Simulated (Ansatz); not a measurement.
**Ta2C monolayer: phonons and vibrational spectra**

Aim: the phonons of Ta2C monolayer at a cell relaxed beforehand at this level. After the zone centre comes a 6×6×1 q mesh on a 18×18×1 k mesh.

Calculated with Ansatz 0.2.0; DFT LDA, scalar-relativistic, plane waves, PAW.

## 1. Set-up

The cell holds 3 atoms: 1 C and 2 Ta. Cell: a = 3.038 Å, b = 3.038 Å, c = 28.600 Å, α = 90.0°, β = 90.0°, γ = 120.0°. Vacuum lies along c.

Structure file:

```cif
data_structure
_symmetry_space_group_name_H-M 'P 1'
_symmetry_Int_Tables_number 1
_cell_length_a 3.0382
_cell_length_b 3.0382
_cell_length_c 28.6000
_cell_angle_alpha 90.000
_cell_angle_beta 90.000
_cell_angle_gamma 120.000
_cell_volume 228.63
loop_
_atom_site_label
_atom_site_type_symbol
_atom_site_fract_x
_atom_site_fract_y
_atom_site_fract_z
_atom_site_occupancy
C1 C 0.00000 0.00000 0.34965 1
Ta2 Ta 0.33333 0.66667 0.39150 1
Ta3 Ta 0.66667 0.33333 0.30780 1
```

## 2. Modes at Γ

The cell comes from relaxations at this level that are not shown. The zone centre comes first: it holds the modes that light can see, as far as symmetry allows. No field response is asked, since the mesh shows no gap.

Input file input.yaml:

```yaml
crystal:
  lattice:
    - [3.0382161745, 0.0, 0.0]
    - [-1.5191080873, 2.6311723893, 0.0]
    - [0.0, 0.0, 28.6]
  atoms:
    - { symbol: C, position: [0.0, 0.0, 0.3496503497] }
    - { symbol: Ta, position: [0.3333333333, 0.6666666667, 0.3915034032] }
    - { symbol: Ta, position: [0.6666666667, 0.3333333333, 0.3077972962] }
  periodic: [true, true, false]
kpoints:
  mp_grid: { grid: [18, 18, 1] }
hamiltonian:
  xc: lda
scf:
  occupations: { method: methfessel_paxton, width: 0.15 }
output:
  eigenvalues: true
phonons:
  method: dfpt
```

Run with:

```console
$ ansatz run input.yaml --threads 8 --pin off --max-ram 14336MiB --backend cpu --events-out ev --progress --plain --runs-dir out
```

Numbers of over 12 decimals in the logs are rounded to 6 here.

The log of the run:

```text
Warning: crystal.symmetry: narrowed to the stabiliser of the run's FFT grids — unitary ops 12 → 6. A phonons.method: dfpt run fills in the rows of the dynamical matrix that it does not solve by its symmetry operations, which is exact only for operations that map its FFT grids onto themselves: filled in by any other, the frequencies could depend on the order in which like atoms are typed, or, by more than the grids' own error, on where the crystal sits among the grids' points. Excluded: 6 operations. The run can therefore solve more perturbations, solve them on more k-points, or both, and cost more. [rest of the remark cut]
Engine: ansatz 0.2.0, aarch64-unknown-linux-gnu
Pseudopotentials: kind: paw
Pseudopotential: C, paw, valence charge 4, recommended cutoff 420 eV (normal), C.paw.azcp
Pseudopotential: Ta, paw, valence charge 13, recommended cutoff 420 eV (normal), Ta.paw.azcp
Functional definition: SPW92
  exchange = slater_x
  correlation = pw_c
Crystal: 3 atoms, lattice volume = 228.630 Å³
Basis set: ecut = 420 eV, 4427 PW (Γ), exchange–correlation on 48×48×384 points (8 copies of the dense FFT grid, shifted against one another)
Bands: 19, of which v1, the nominal top of the filled ones, is band 15 counted from 1 (14 counted from 0)
Symmetry: 12 space group operations
k-points: 91 of 324 (irreducible under 2 space group operations, time reversal used)
Non-local potential: C, projectors of the file, l = 0: 2, l = 1: 2, l = 2: 1
Non-local potential: Ta, projectors of the file, l = 0: 3, l = 1: 2, l = 2: 2, l = 3: 1
PAW form: soft (Blöchl's): semilocal exchange-correlation on the pseudo side does not see the compensation charge
PAW frozen core: C, regenerated for the run's functional, and the local potential with it (the file was generated under x = pbe(κ = 0.804, μ = 0.219515), c = pbe(β = 0.066725))
PAW frozen core: Ta, regenerated for the run's functional, and the local potential with it (the file was generated under x = pbe(κ = 0.804, μ = 0.219515), c = pbe(β = 0.066725))
PAW one-centre angular grid: C, 110 points (default); XC on 64 Gauss nodes
PAW one-centre angular grid: Ta, 590 points (default); XC on 64 Gauss nodes
Initial density: superposition of atomic densities (neutral atoms: chi_scale 0, normalization atom), corrected by the library's trained network
Initial wavefunctions: pseudopotential atomic-orbital guess
Functional: x = slater, c = lda
SCF iter   1: F=—  HF=-19607.046816 eV  |F-HF|=—  |Δ(HF+E_count)|=         —  Δρ=4.95e-3  dr2=4.81e-2  ethr=1.77e-3  ⟨swp⟩=11.3  Hψ=14152  notcnv=0
preconditioner: auto → LDOS  [metal: Δε(μ)=0.028 eV  Ē_g=6.523 eV  σ=0.150 eV  W_gap=0.16  n_scr=16 (ndim 8)  ℏωp=9.2 eV  f_vac=0.744  D(μ)=2.04/eV (n_scr^D=10)  β→1.0]
SCF iter   2: F=—  HF=-19607.036409 eV  |F-HF|=—  |Δ(HF+E_count)|=   1.04e-2  S|Δr|=    0.00e0  Δρ=1.41e-3  dr2=4.31e-3  ethr=1.60e-4  ⟨swp⟩=3.8  Hψ=4320  notcnv=0
SCF iter   3: F=—  HF=-19607.036209 eV  |F-HF|=—  |Δ(HF+E_count)|=   2.00e-4  S|Δr|=    0.00e0  Δρ=6.40e-4  dr2=1.84e-3  ethr=1.44e-5  ⟨swp⟩=4.0  Hψ=4269  notcnv=0
SCF iter   4: F=—  HF=-19607.035977 eV  |F-HF|=—  |Δ(HF+E_count)|=   2.32e-4  S|Δr|=    0.00e0  Δρ=2.54e-4  dr2=1.64e-4  ethr=6.13e-6  ⟨swp⟩=2.7  Hψ=2934  notcnv=0
SCF iter   5: F=—  HF=-19607.035942 eV  |F-HF|=—  |Δ(HF+E_count)|=   3.43e-5  S|Δr|=    0.00e0  Δρ=7.89e-5  dr2=1.59e-5  ethr=5.45e-7  ⟨swp⟩=3.9  Hψ=3914  notcnv=0
SCF iter   6: F=—  HF=-19607.035938 eV  |F-HF|=—  |Δ(HF+E_count)|=   4.77e-6  S|Δr|=    0.00e0  Δρ=2.07e-5  dr2=1.32e-6  ethr=5.31e-8  ⟨swp⟩=3.5  Hψ=3617  notcnv=0
SCF iter   7: F=—  HF=-19607.036054 eV  |F-HF|=—  |Δ(HF+E_count)|=   1.17e-4  S|Δr|=    0.00e0  Δρ=4.03e-6  dr2=2.44e-8  ethr=4.41e-9  ⟨swp⟩=4.1  Hψ=4299  notcnv=0
SCF iter   8: F=—  HF=-19607.036054 eV  |F-HF|=—  |Δ(HF+E_count)|=   1.46e-7  S|Δr|=    0.00e0  Δρ=1.24e-6  dr2=2.93e-9  ethr=8.14e-11  ⟨swp⟩=3.8  Hψ=4294  notcnv=0
SCF iter   9: F=—  HF=-19607.036054 eV  |F-HF|=—  |Δ(HF+E_count)|=   2.66e-8  S|Δr|=    0.00e0  Δρ=2.65e-7  dr2=1.43e-10  ethr=9.77e-12  ⟨swp⟩=3.7  Hψ=3816  notcnv=0
SCF iter  10: F=-19607.036054 eV  HF=-19607.036054 eV  |F-HF|=1.31e-10  |Δ(HF+E_count)|=   1.96e-9  S|Δr|=    0.00e0  Δρ=4.47e-8  dr2=4.11e-12  ethr=1.00e-12  ⟨swp⟩=15.1  Hψ=17320  notcnv=0
SCF 1 converged in 10 iterations: F = -19607.036054 eV  dr2 = 4.11e-12
  greatest PAW one-centre occupation: 1.000 electrons in one spin orbital (limit 2), on the Ta atom at site 2 (counted from 0), in its partial waves of l = 0
DFPT response loops at Γ: preconditioner auto → none (partly filled bands, converged f_vac=0.743); β = 0.50; Broyden in place of MSR1
SCF converged after 10 iterations
Stability not checked: this state was not tested for a lower state beside it, because cold or Methfessel-Paxton smearing, or corrected tetrahedra, fill the levels in a way that the test cannot read (fill_not_monotonic; see scf.lower_state_search)
Free energy (F): -19607.036054 eV
Harris-Foulkes:  -19607.036054 eV  (|F-HF|=1.31e-10)
Internal energy: -19607.037488 eV  (E = F + TS)
E sigma→0 (E₀):  -19607.036413 eV
Entropy (-TS):   0.001434 eV (0.478 meV/atom)
Fermi energy:    -5.020659 eV
--- Per-component energies (eV) ---
  E_band       = -901.040476
  E_kinetic    = 824.595142
  E_local      = -59795.401402  (includes V_loc(G=0)·N_el)
  E_nonlocal   = 69.135634
  E_hartree    = 29356.167874
  E_xc         = -481.441994
  E_vxc        = -467.488629  (∫ρ·V_xc dr)
  E_paw        = -16389.930262  (= ΣΔE_a)
  E_vpaw       = -244.216984  (= ΣTr[D̂ρ^β])
  E_aug_tail   = 0.000269  (compensation charges beyond the density's cutoff)
  E_ewald      = 26809.256613
  E_core_change = 0.580638  (= ΣΔE_core)
  E_smearing   = 0.001434  (= −TS)
  E_closure    = 0.000000  (closes the sum)
  Σ components = -19607.036054   (vs F -19607.036054, Δ=0.00e0)
--- Band table (eV; the first three rows and the last of 91) ---
  k-point 0: bands = [... 11 lower, -9.3663, -6.7142, -5.8833, -5.6874, -5.1342, -5.1342, -3.1395, -3.1395]
  k-point 1: bands = [... 11 lower, -9.3475, -6.6671, -5.9673, -5.5986, -5.2417, -5.0537, -3.3396, -3.2042]
  k-point 2: bands = [... 11 lower, -9.3009, -6.5898, -6.1827, -5.5711, -5.3329, -4.8214, -3.5884, -3.2823]
  k-point 90: bands = [... 11 lower, -9.6087, -6.9432, -6.1687, -5.5775, -4.4424, -2.9203, -2.5000, -1.1553]
--- Phonons (Γ-DFPT): 6 representative perturbations + reference, on 91 of 324 k-points (Σ response iterations 33) ---
  ASR residual: 6.745e-5 → 0.000e0 eV/Å²; symmetrization residual: 1.868e-5 eV/Å²
  The last average, over the group as it would stand without the narrowing to the FFT grids, took up to 2.191e-6 eV/Å² of the zone centre's force constants
  ASR residual per site (eV/Å²): 6.75e-5 2.88e-5 2.96e-5
  Γ frequencies (cm⁻¹): 0.00 0.00 0.00 129.03 129.03 206.42 628.57 692.17 692.17
  non-analytic LO–TO correction: not included (Born effective charges unavailable; polar crystals: no LO–TO splitting at Γ)
```

Wall time 40 s (8 threads of Arm Neoverse V2, shared host); peak memory 1.5 GiB.

The column dr2 measures how far the density is from self-consistency, as an energy; F and HF (Harris–Foulkes) agree once it is small.

This step gave:

```
gap on the k-mesh                                       : 0 eV
sum-rule residual before enforcement                    : 6.75e-5 eV/Å²
point group                                             : -3m
area per atom                                           : 2.665 Å²
highest optical mode at the zone centre (no LO-TO term) : 692.2 cm⁻¹
lowest optical zone-centre mode                         : 129.0 cm⁻¹
```

Patterns of degenerate modes are one choice out of their space. The modes at Γ (shares of kinetic energy by element, %):

```tsv
mode	frequency (cm⁻¹)	symmetry	C %	Ta %
1	0.0	acoustic	3	97
2	0.0	acoustic	3	97
3	0.0	acoustic	3	97
4	129.0	Eg	0	100
5	129.0	Eg	0	100
6	206.4	A1g	0	100
7	628.6	A2u	97	3
8	692.2	Eu	97	3
9	692.2	Eu	97	3
```

Displacements in mode 5 (129.0 cm⁻¹), the largest set to 1:
```
C1   0.00  0.00  0.00
Ta2 -0.11 -1.00  0.00
Ta3  0.11  1.00  0.00
```

Displacements in mode 6 (206.4 cm⁻¹), the largest set to 1:
```
C1   0.00  0.00  0.00
Ta2  0.00  0.00 -1.00
Ta3  0.00  0.00  1.00
```

Before it was imposed, the acoustic sum rule was missed by 6.7e-5 eV/Å². Small misses are needed for a sound result but don't prove that mesh and cutoff are converged. The lowest optical mode is real, 129 cm⁻¹.

## 3. Phonons on a q mesh

Stability and thermal properties need the whole zone. Linear response on a 6×6×1 q mesh gives force constants as far as a supercell of that size would.

input.yaml, as its differences from that of step 2:

```diff
@@ -20 +20,10 @@
   method: dfpt
+  qmesh: [6, 6, 1]
+  temperatures: { t_max: 1000, t_step: 50 }
+  qpath:
+    path:
+      - [0.0, 0.0, 0.0]
+      - [0.5, 0.0, 0.0]
+      - [0.33333333, 0.33333333, 0.0]
+      - [0.0, 0.0, 0.0]
+    npoints: 10
```

The log of the run:

```text
[...]
Crystal: 3 atoms, lattice volume = 228.630 Å³
Basis set: ecut = 420 eV, 4427 PW (Γ), exchange–correlation on 48×48×384 points (8 copies of the dense FFT grid, shifted against one another)
Bands: 19, of which v1, the nominal top of the filled ones, is band 15 counted from 1 (14 counted from 0)
Symmetry: 12 space group operations
k-points: 37 of 324 (irreducible under 6 space group operations, time reversal used)
[...]
SCF iter   1: F=—  HF=-19607.046760 eV  |F-HF|=—  |Δ(HF+E_count)|=         —  Δρ=4.95e-3  dr2=4.80e-2  ethr=1.77e-3  ⟨swp⟩=11.2  Hψ=5731  notcnv=0
[...]
SCF iter  10: F=-19607.036054 eV  HF=-19607.036054 eV  |F-HF|=1.86e-10  |Δ(HF+E_count)|=   2.37e-9  S|Δr|=    0.00e0  Δρ=4.67e-8  dr2=4.24e-12  ethr=1.00e-12  ⟨swp⟩=15.3  Hψ=7083  notcnv=0
SCF 1 converged in 10 iterations: F = -19607.036054 eV  dr2 = 4.24e-12
[...]
phonons: the bands overlap, so this run is a metal and interpolates without the dipole-dipole term. If the crystal is really an insulator or semiconductor, its LO-TO splitting is missing
NSCF: frozen V_eff on 37 k-points
WARN: eigensolver did not converge in 8 slots of this pass, the one above among them; of largest residual over every band (k=33): 1 band(s) unlocked (lowest unlocked band 18, counted from 0; max residual 1.91e-4 eV among the unlocked bands, 1.91e-4 eV over every band); of lowest unlocked band (k=6): band 18
[...]
DFPT response loops at q = (0, 0, 0) (fractional): preconditioner auto → none (partly filled bands, converged f_vac=0.743); β = 0.50; Broyden in place of MSR1
[...]
SCF converged after 10 iterations
[...]
Free energy (F): -19607.036054 eV
[...]
Internal energy: -19607.037488 eV  (E = F + TS)
E sigma→0 (E₀):  -19607.036413 eV
Entropy (-TS):   0.001434 eV (0.478 meV/atom)
Fermi energy:    -5.020659 eV
[...]
--- Band table (eV; the first three rows and the last of 37) ---
  k-point 0: bands = [... 11 lower, -9.3663, -6.7142, -5.8833, -5.6874, -5.1342, -5.1342, -3.1395, -3.1395]
  k-point 1: bands = [... 11 lower, -9.3475, -6.6671, -5.9673, -5.5986, -5.2417, -5.0537, -3.3396, -3.2042]
  k-point 2: bands = [... 11 lower, -9.3009, -6.5898, -6.1827, -5.5711, -5.3329, -4.8214, -3.5884, -3.2823]
  k-point 36: bands = [... 11 lower, -9.3332, -6.0485, -5.8974, -5.8974, -4.4977, -2.4805, -2.4805, -1.4010]
--- Phonons (Γ-DFPT): 6 representative perturbations + reference (Σ response iterations 33) ---
  ASR residual: 7.317e-5 → 0.000e0 eV/Å²; symmetrization residual: 1.736e-6 eV/Å²
[...]
ASR residual per site (eV/Å²): 7.32e-5 3.97e-5 3.96e-5
  Γ frequencies (cm⁻¹): 0.00 0.00 0.00 129.03 129.03 206.42 628.57 692.17 692.17
--- Phonons (arbitrary-q DFPT): 7 irreducible q on the 6×6×1 mesh ---
  q = [0.0000, 0.0000, 0.0000] (star 1, of the zone-centre solve; hermiticity 1.70e-7, symmetrization 3.53e-11, taken by the last average 4.75e-8): -0.00 0.00 0.00 129.03 129.03 206.42 628.57 692.17 692.17
  q = [0.0000, 0.1667, 0.0000] (star 6, 9 solved perturbations on 171 of 324 k-point pairs; hermiticity 4.67e-7, symmetrization 1.45e-10, taken by the last average 6.95e-8): 34.74 58.76 106.62 130.09 134.17 200.28 639.55 691.81 709.61
[...]
q = [0.1667, 0.1667, 0.0000] (star 6, 6 solved perturbations in 1485 linear systems a pass and spin channel, the states on 324 of 324 k-point pairs; hermiticity 4.13e-7, symmetrization 1.63e-10, taken by the last average 7.22e-8): 75.88 109.80 131.12 151.05 152.17 197.51 643.88 702.00 715.16
[...]
sum rule: each row above includes the acoustic sum rule's correction from the zone centre's row sums; it moved no ω² by more than (1.29 cm⁻¹)²
  mesh force constants: q→R imaginary residual 2.18e-18; ASR residual 7.317e-5 → 0.000e0 eV/Å²; symmetrization residual 1.066e-14 eV/Å²
  interpolated dispersion: 31 rows × 9 modes
  density of states and harmonic sums: on the 24×24×1 q-mesh, interpolated from the force constants of a 6×6×1 supercell (no non-analytic term)
  largest difference from the sums on the solved wave vectors: F 2.71e-2 eV, S 3.38e-5 and C_V 6.73e-6 eV/K
  zero-point energy: 0.180268 eV/cell   skipped modes (ω ≤ 0): 3   left out of the sums: 5.79e-4 of the cell's modes: C_V's classical limit lies that fraction below 3 k_B per atom; for a crystal, a wire or a layer, F and S can be off by more, and a phonons.interpolated_qmesh denser along its periods is the remedy for the sampling
```

Wall time 9.9 min (8 threads); peak memory 3 GiB; 77 min of CPU time.

Numbers from this step:

```yaml
sum_rule_residual_before_enforcement: 7.32e-5 eV/Å²
lowest_frequency_on_the_path: 0 cm⁻¹
highest_frequency_on_the_path_or_at_a_solved_wavevector: 731.3 cm⁻¹
mean_frequency: 323.3 cm⁻¹
lowest_mode_on_the_q_mesh_acoustic_modes_at_gamma_apart: 34.74 cm⁻¹
zero_point_energy_per_atom: 60.09 meV
heat_capacity_at_300_k: 19.56 J/(mol atoms K)
vibrational_entropy_at_300_k: 26.03 J/(mol atoms K)
edges_of_the_widest_gap_between_branches_on_path_and_mesh: 206.4, 624.3 cm⁻¹
```

[end of part 1 of 2]

[Logs are printed without paths, hosts, clocks, repeated set-up lines and the standing remarks that a program may print on its own settings, such as how far it seeks lower states.]

[Hosts, paths, dates, database ids (printed as entryN), source tags and the programs' standing remarks are cut or masked in the printed files.]
